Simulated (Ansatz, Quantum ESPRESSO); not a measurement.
# Preparing Rb2MoO2F4 (Ama2) as a host crystal, part 3 of 3

Aim: the runs on the perfect crystal Rb2MoO2F4 (Ama2) that a defect calculation needs first.

Ansatz 0.2.0; plane-wave PAW DFT, PBEsol; relaxation of the host's cell and atoms (the session's first sound run).

So far. Step 3 (Dielectric tensors of the host): The principal values of the electronic dielectric tensor are 2.44, 2.57 and 2.65. The principal values of the static dielectric tensor are 7.24, 8.68 and 9.71.

## 5. Defect free supercell relaxed from displaced atoms

This step: plane-wave PAW DFT, PBEsol; relaxation of the defect-free supercell from random displacements, a test of the host's stability (Ansatz 0.2.0).

pristine.rattled/input.yaml reads:

```yaml
crystal:
  lattice:
    - [0.0, 0.0, 12.0626532959]
    - [-7.0544998893, 0.0, 0.0]
    - [0.0, -7.0735358081, -3.015663324]
  atoms:
    - { symbol: Rb, position: [0.222592322, 0.25, 0.9029443345] }
    - { symbol: Rb, position: [0.2711201547, 0.75, 0.0970556655] }
    - { symbol: Rb, position: [0.3772141906, 0.25, 0.5420239743] }
    - { symbol: Rb, position: [0.1062022034, 0.75, 0.4579760257] }
    - { symbol: Mo, position: [0.0596254053, 0.25, 0.2313349487] }
    - { symbol: Mo, position: [0.443957931, 0.75, 0.7686650513] }
    - { symbol: O, position: [0.0346121014, 0.9389124762, 0.7669148556] }
    - { symbol: O, position: [0.1511546736, 0.0610875238, 0.2330851444] }
    - { symbol: O, position: [0.1511546736, 0.4389124762, 0.2330851444] }
    - { symbol: O, position: [0.0346121014, 0.5610875238, 0.7669148556] }
    - { symbol: F, position: [0.4669047618, 0.25, 0.9666219995] }
    - { symbol: F, position: [0.483593762, 0.75, 0.0333780005] }
    - { symbol: F, position: [0.4307127431, 0.0696149343, 0.2459344877] }
    - { symbol: F, position: [0.3077454992, 0.9303850657, 0.7540655123] }
    - { symbol: F, position: [0.3077454992, 0.5696149343, 0.7540655123] }
    - { symbol: F, position: [0.4307127431, 0.4303850657, 0.2459344877] }
    - { symbol: F, position: [0.1107337831, 0.25, 0.5052576639] }
    - { symbol: F, position: [0.3581049512, 0.75, 0.4947423361] }
    - { symbol: Rb, position: [0.722592322, 0.25, 0.9029443345] }
    - { symbol: Rb, position: [0.7711201547, 0.75, 0.0970556655] }
    - { symbol: Rb, position: [0.8772141906, 0.25, 0.5420239743] }
    - { symbol: Rb, position: [0.6062022034, 0.75, 0.4579760257] }
    - { symbol: Mo, position: [0.5596254053, 0.25, 0.2313349487] }
    - { symbol: Mo, position: [0.943957931, 0.75, 0.7686650513] }
    - { symbol: O, position: [0.5346121014, 0.9389124762, 0.7669148556] }
    - { symbol: O, position: [0.6511546736, 0.0610875238, 0.2330851444] }
    - { symbol: O, position: [0.6511546736, 0.4389124762, 0.2330851444] }
    - { symbol: O, position: [0.5346121014, 0.5610875238, 0.7669148556] }
    - { symbol: F, position: [0.9669047618, 0.25, 0.9666219995] }
    - { symbol: F, position: [0.983593762, 0.75, 0.0333780005] }
    - { symbol: F, position: [0.9307127431, 0.0696149343, 0.2459344877] }
    - { symbol: F, position: [0.8077454992, 0.9303850657, 0.7540655123] }
    - { symbol: F, position: [0.8077454992, 0.5696149343, 0.7540655123] }
    - { symbol: F, position: [0.9307127431, 0.4303850657, 0.2459344877] }
    - { symbol: F, position: [0.6107337831, 0.25, 0.5052576639] }
    - { symbol: F, position: [0.8581049512, 0.75, 0.4947423361] }
basis:
  ecutwfc: 420
  xc_grid: 2
hamiltonian:
  xc: pbesol
kpoints:
  mp_grid: { grid: [1, 1, 1] }
scf:
  occupations: { method: fermi_dirac, width: 0.01 }
  max_iter: 80
output:
  forces: true
relax:
  f_tol: 0.01
  max_steps: 120
  random_displacement: { amplitude: 0.08, seed: 6051 }
```

Launch:

```
$ ansatz run input.yaml --threads 8 --pin off --max-ram 14131MiB --backend cpu --events-out ev --progress --plain --runs-dir out
```

Numbers of over 12 decimals in the logs are rounded to 6 here.

What it wrote:

```text
[...]
Crystal: 36 atoms, lattice volume = 601.930 Å³
Basis set: ecut = 420 eV, 11767 PW (Γ), exchange–correlation on 162×96×108 points (8 copies of the dense FFT grid, shifted against one another)
Bands: 180, of which v1, the nominal top of the filled ones, is band 144 counted from 1 (143 counted from 0)
Symmetry: 1 space group operations
k-points: 1
[...]
SCF iter   1: F=—  HF=-62646.519211 eV  |F-HF|=—  |Δ(HF+E_count)|=         —  Δρ=1.23e-2  dr2=6.74e-1  ethr=1.77e-3  ⟨swp⟩=6.0  Hψ=726  notcnv=0  defer=13
[...]
SCF iter  10: F=-62646.369543 eV  HF=-62646.369544 eV  |F-HF|=7.54e-7  |Δ(HF+E_count)|=   6.93e-8  Δρ=1.34e-5  dr2=1.21e-6  ethr=8.68e-10  ⟨swp⟩=4.0  Hψ=538  notcnv=0
SCF 1 converged in 10 iterations: F = -62646.369543 eV  dr2 = 1.21e-6
[...]
relax step   1: F+E_penalty+E_count = -62646.36954301 eV  Δ(F+E_penalty+E_count) = +0.000e0 eV  max|allowed force component| = 6.440e0 eV/Å  Δτ_max = 0.0000 Å  (10 SCF iters, dr2 threshold 2.50e-6 eV, accepted)
[...]
relax step   2: F+E_penalty+E_count = -62647.51328103 eV  Δ(F+E_penalty+E_count) = -1.144e0 eV  max|allowed force component| = 1.472e0 eV/Å  Δτ_max = 0.1941 Å  (9 SCF iters, dr2 threshold 1.00e-4 eV, accepted)
relax step   3: F+E_penalty+E_count = -62647.71208003 eV  Δ(F+E_penalty+E_count) = -1.988e-1 eV  max|allowed force component| = 1.012e-1 eV/Å  Δτ_max = 0.1322 Å  (8 SCF iters, dr2 threshold 1.00e-4 eV, accepted)
relax step   4: F+E_penalty+E_count = -62647.72026722 eV  Δ(F+E_penalty+E_count) = -8.187e-3 eV  max|allowed force component| = 7.132e-2 eV/Å  Δτ_max = 0.0474 Å  (10 SCF iters, dr2 threshold 6.41e-7 eV, accepted)
relax step   5: F+E_penalty+E_count = -62647.72235646 eV  Δ(F+E_penalty+E_count) = -2.089e-3 eV  max|allowed force component| = 4.152e-2 eV/Å  Δτ_max = 0.0239 Å  (9 SCF iters, dr2 threshold 3.18e-7 eV, accepted)
relax step   6: F+E_penalty+E_count = -62647.72230687 eV  Δ(F+E_penalty+E_count) = +4.959e-5 eV  max|allowed force component| = 1.608e-2 eV/Å  Δτ_max = 0.0180 Å  (8 SCF iters, dr2 threshold 5.84e-7 eV, rejected (line search))
relax step   7: F+E_penalty+E_count = -62647.72235649 eV  Δ(F+E_penalty+E_count) = -3.519e-8 eV  max|allowed force component| = 4.154e-2 eV/Å  Δτ_max = 0.0000 Å  (8 SCF iters, accepted)
relax step   8: F+E_penalty+E_count = -62647.72230468 eV  Δ(F+E_penalty+E_count) = +5.181e-5 eV  max|allowed force component| = 1.610e-2 eV/Å  Δτ_max = 0.0180 Å  (8 SCF iters, dr2 threshold 5.85e-7 eV, rejected (line search))
relax step   9: F+E_penalty+E_count = -62647.72269334 eV  Δ(F+E_penalty+E_count) = -3.368e-4 eV  max|allowed force component| = 1.775e-2 eV/Å  Δτ_max = 0.0090 Å  (8 SCF iters, accepted)
SCF iter   1: F=—  HF=-62647.722722 eV  |F-HF|=—  |Δ(HF+E_count)|=         —  Δρ=3.70e-4  dr2=5.70e-4  ethr=2.22e-6  ⟨swp⟩=2.0  Hψ=336  notcnv=0  defer=28
[...]
SCF iter   7: F=-62647.722781 eV  HF=-62647.722781 eV  |F-HF|=2.83e-8  |Δ(HF+E_count)|=   2.91e-8  Δρ=3.96e-6  dr2=9.43e-8  ethr=3.47e-11  ⟨swp⟩=4.0  Hψ=533  notcnv=0
SCF 10 converged in 7 iterations: F = -62647.722781 eV  dr2 = 9.43e-8
relax step  10: F+E_penalty+E_count = -62647.72278102 eV  Δ(F+E_penalty+E_count) = -8.768e-5 eV  max|allowed force component| = 1.655e-3 eV/Å  Δτ_max = 0.0038 Å  (7 SCF iters, accepted)
SCF converged after 7 iterations
Free energy (F): -62647.722781 eV
[...]
Internal energy: -62647.722781 eV  (E = F + TS)
E sigma→0 (E₀):  -62647.722781 eV
Fermi energy:    5.004045 eV
[...]
--- Forces (eV/Å), atoms counted from 1 ---
  atom   1  Rb     0.00007652    -0.00014064    -0.00011327
  atom   2  Rb    -0.00010469     0.00079292    -0.00165748
  atom   3  Rb    -0.00020618     0.00006600     0.00000727
  atom   4  Rb     0.00002458     0.00034709     0.00099937
  atom   5  Mo    -0.00006046    -0.00037507     0.00097295
  atom   6  Mo     0.00018120    -0.00065475     0.00162902
  atom   7  O      0.00036591     0.00100171     0.00018079
  atom   8  O     -0.00098360    -0.00029767    -0.00043825
  atom   9  O      0.00062422     0.00032730    -0.00045623
  atom  10  O     -0.00032020     0.00087423     0.00032724
  atom  11  F     -0.00015105    -0.00043866     0.00034819
  atom  12  F      0.00011318    -0.00043024    -0.00067813
  atom  13  F      0.00011722    -0.00024490    -0.00024741
  atom  14  F     -0.00010257     0.00020784     0.00013566
  atom  15  F      0.00048595     0.00075218     0.00034995
  atom  16  F     -0.00001850    -0.00039491     0.00007791
  atom  17  F      0.00031256    -0.00044475    -0.00021916
  atom  18  F      0.00005992    -0.00000556     0.00071515
  atom  19  Rb     0.00029277     0.00063751     0.00090753
  atom  20  Rb     0.00011161     0.00001689    -0.00077127
  atom  21  Rb    -0.00028493     0.00048249    -0.00005514
  atom  22  Rb    -0.00005577     0.00007367    -0.00013283
  atom  23  Mo     0.00025792    -0.00056806     0.00002951
  atom  24  Mo    -0.00044831    -0.00052453     0.00032972
  atom  25  O      0.00056680    -0.00033706    -0.00129302
  atom  26  O     -0.00031645    -0.00017359     0.00041213
  atom  27  O      0.00011907     0.00056674     0.00047814
  atom  28  O     -0.00011616     0.00047884    -0.00050040
  atom  29  F     -0.00018779     0.00004027     0.00078741
  atom  30  F      0.00037941    -0.00035394    -0.00044702
  atom  31  F     -0.00034970     0.00045108    -0.00046255
  atom  32  F     -0.00041193    -0.00064935    -0.00064248
  atom  33  F      0.00019550    -0.00071428    -0.00090091
  atom  34  F     -0.00018478     0.00008449    -0.00015913
  atom  35  F      0.00009553    -0.00017792    -0.00066685
  atom  36  F      0.00002085    -0.00028228     0.00105711
  max |Σ_I F_I| component: 9.76e-5 eV/Å
--- Relaxed structure (10 steps of the walk, 8 accepted, 0 SCFs on fresh bases) ---
  F+E_penalty+E_count = -62647.72278102 eV   max|allowed force component| = 1.655e-3 eV/Å
  atoms:
    - { symbol: Rb, position: [0.223819, 0.249065, 0.900894] }
    - { symbol: Rb, position: [0.270298, 0.749060, 0.095655] }
    - { symbol: Rb, position: [0.376096, 0.249230, 0.541720] }
    - { symbol: Rb, position: [0.104434, 0.748926, 0.455090] }
    - { symbol: Mo, position: [0.059390, 0.248987, 0.232031] }
    - { symbol: Mo, position: [0.443150, 0.749146, 0.766762] }
    - { symbol: O, position: [0.033740, 0.937993, 0.765187] }
    - { symbol: O, position: [0.151177, 0.060019, 0.235046] }
    - { symbol: O, position: [0.151010, 0.438049, 0.234634] }
    - { symbol: O, position: [0.033775, 0.559912, 0.765521] }
    - { symbol: F, position: [0.468353, 0.248820, 0.966852] }
    - { symbol: F, position: [0.482485, 0.749540, 0.031475] }
    - { symbol: F, position: [0.430050, 0.068354, 0.244557] }
    - { symbol: F, position: [0.307010, 0.930088, 0.751927] }
    - { symbol: F, position: [0.307074, 0.568341, 0.752565] }
    - { symbol: F, position: [0.429884, 0.429789, 0.244109] }
    - { symbol: F, position: [0.108730, 0.249429, 0.505197] }
    - { symbol: F, position: [0.357879, 0.748631, 0.493328] }
    - { symbol: Rb, position: [0.723703, 0.249085, 0.900883] }
    - { symbol: Rb, position: [0.770199, 0.749068, 0.095677] }
    - { symbol: Rb, position: [0.876152, 0.249039, 0.541895] }
    - { symbol: Rb, position: [0.604529, 0.749000, 0.455099] }
    - { symbol: Mo, position: [0.559418, 0.249102, 0.232001] }
    - { symbol: Mo, position: [0.943177, 0.748987, 0.766871] }
    - { symbol: O, position: [0.533651, 0.938134, 0.764768] }
    - { symbol: O, position: [0.651208, 0.060126, 0.235064] }
    - { symbol: O, position: [0.651062, 0.438159, 0.234714] }
    - { symbol: O, position: [0.533737, 0.560068, 0.765372] }
    - { symbol: F, position: [0.968208, 0.248656, 0.966928] }
    - { symbol: F, position: [0.982305, 0.749237, 0.031520] }
    - { symbol: F, position: [0.930126, 0.068146, 0.244829] }
    - { symbol: F, position: [0.806992, 0.929907, 0.751910] }
    - { symbol: F, position: [0.807036, 0.568120, 0.752231] }
    - { symbol: F, position: [0.929857, 0.429612, 0.244226] }
    - { symbol: F, position: [0.608668, 0.249436, 0.505141] }
    - { symbol: F, position: [0.858050, 0.748718, 0.493398] }
```

Wall time 15 s (8 threads of Arm Neoverse V1, shared host); peak memory 0.72 GiB; 1.7 min of CPU time.

The steps of the relaxation:

| step | energy less that of the first step (eV) | largest force component (eV/Å) |
| --- | --- | --- |
| 1 | 0.0000 | 6.4397 |
| 2 | -1.1437 | 1.4716 |
| 3 | -1.3425 | 0.1012 |
| 4 | -1.3507 | 0.0713 |
| 5 | -1.3528 | 0.0415 |
| 6 | -1.3528 | 0.0161 |
| 7 | -1.3528 | 0.0415 |
| 8 | -1.3528 | 0.0161 |
| 9 | -1.3532 | 0.0177 |
| 10 | -1.3532 | 0.0017 |

Relaxation steps 6, 8 were tried and not accepted.

The atoms that moved most (Å, from the sites as typed, ahead of the random displacement, the mean shift of all atoms taken out):

| atom | dx | dy | dz | length |
| --- | --- | --- | --- | --- |
| Rb1 | 0.000 | 0.008 | 0.025 | 0.026 |
| Rb19 | 0.000 | 0.008 | 0.024 | 0.025 |
| F11 | 0.002 | -0.008 | 0.021 | 0.022 |
| F35 | -0.003 | -0.006 | -0.021 | 0.022 |
| F17 | -0.003 | -0.006 | -0.020 | 0.021 |
| F29 | 0.003 | -0.009 | 0.019 | 0.021 |
| O26 | 0.000 | -0.021 | -0.001 | 0.021 |
| O8 | 0.001 | -0.021 | -0.002 | 0.021 |

The relaxed structure:

```xyz
36
Lattice="0.0000 0.0000 12.0627 -7.0545 0.0000 0.0000 0.0000 -7.0735 -3.0157" Properties=species:S:1:pos:R:3 pbc="T T T"
Rb   -1.7570   -6.3725   -0.0169
Rb   -5.2842   -0.6766    2.9720
Rb   -1.7582   -3.8319    2.9031
Rb   -5.2833   -3.2191   -0.1126
Mo   -1.7565   -1.6413    0.0167
Mo   -5.2849   -5.4237    3.0333
O    -6.6171   -5.4126   -1.9006
O    -0.4234   -1.6626    1.1148
O    -3.0902   -1.6597    1.1140
O    -3.9499   -5.4149   -1.9011
F    -1.7553   -6.8391    2.7339
F    -5.2876   -0.2226    5.7251
F    -0.4822   -1.7299    4.4500
F    -6.5613   -5.3188    1.4358
F    -4.0094   -5.3233    1.4346
F    -3.0319   -1.7267    4.4494
F    -1.7596   -3.5735   -0.2119
F    -5.2812   -3.4896    2.8293
Rb   -1.7572   -6.3724    6.0130
Rb   -5.2843   -0.6768    9.0021
Rb   -1.7568   -3.8331    8.9345
Rb   -5.2838   -3.2192    5.9198
Mo   -1.7573   -1.6411    6.0484
Mo   -5.2837   -5.4245    9.0646
O    -6.6181   -5.4096    4.1310
O    -0.4242   -1.6627    7.1464
O    -3.0910   -1.6603    7.1457
O    -3.9510   -5.4139    4.1302
F    -1.7541   -6.8396    8.7632
F    -5.2855   -0.2230   11.7542
F    -0.4807   -1.7318   10.4815
F    -6.5600   -5.3187    7.4670
F    -4.0078   -5.3209    7.4665
F    -3.0307   -1.7275   10.4800
F    -1.7596   -3.5731    5.8188
F    -5.2818   -3.4901    8.8624
```

The relaxation ends 38 meV an atom lower than the displaced start, with a largest force component of 0.0017 eV/Å.

## 6. Results

| Property | Result |
| --- | --- |
| primitive cell vectors, lengths | 7.054, 7.690, 7.690 Å |
| electronic dielectric constant | (2.65, 2.44, 2.57) along x, y and z |
| static dielectric constant | (9.71, 8.68, 7.24) along x, y and z |
| gap on the k-mesh of the response run (PBEsol) | 3.47 eV |
| symmetric supercell less the displaced and relaxed one | 0.003 eV |

In words: Step 5: The energy fell by 1.353 eV from the randomly displaced start; against the sites as typed, Rb1 ends farthest off, by 0.03 Å, once the mean shift is taken out. The displaced cell ends within 0.01 eV of the symmetric one, so no lower structure shows in this supercell. The k-mesh can miss the band edges, so this gap is an upper bound at this level. All at zero temperature.

[Logs are printed without paths, hosts, clocks, repeated set-up lines and the standing remarks that a program may print on its own settings, such as how far it seeks lower states.]

[Hosts, paths, dates, database ids (printed as entryN), source tags and the programs' standing remarks are cut or masked in the printed files.]

[Runs of the host that timed out are not shown.]

[For some hosts the program warned that the k-mesh of the response run may be too coarse for force constants and the static dielectric constant; such warnings are not always shown.]
